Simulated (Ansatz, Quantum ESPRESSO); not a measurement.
# antimonene, 1 layer: the energy at a withheld member of a series

**Set-up.** Quantum ESPRESSO 7.5, PBE, GBRV ultrasoft. Cell and atoms are first relaxed; each strained cell is then held and the atoms relax in it. A periodic run with 15 Å of vacuum in the starting cell gives the vacuum levels, and bands follow along a path. The series steps biaxial strain. Energies count from the lowest.

```
biaxial strain  energy (eV)
          -4 %       0.0653
          -3 %       0.0366
          -2 %       0.0165
          -1 %       0.0044
           0 %       0.0000
           1 %       0.0026
           2 %       0.0120
           3 %       0.0276
```

To predict: What is the energy at 4 %?

**Fit.** The rows at 2 % and 3 % give a slope of (0.0276 − (0.0120))/(3 − (2)) = 0.0156, so a straight line gives 0.0432 eV. A parabola through these and the row at 1 % gives 0.0494 eV.

What the calculation gave: 0.0493 eV. The line misses by −0.0061 and the parabola by +0.0001 eV. The parabola does better.

**Limits.** Semilocal gaps are too small; the 1×1 cell can't ripple over many cells under compression as a free sheet would. No spin-orbit coupling.

[Logs are printed without paths, hosts, clocks, repeated set-up lines and the standing remarks that a program may print on its own settings, such as how far it seeks lower states.]
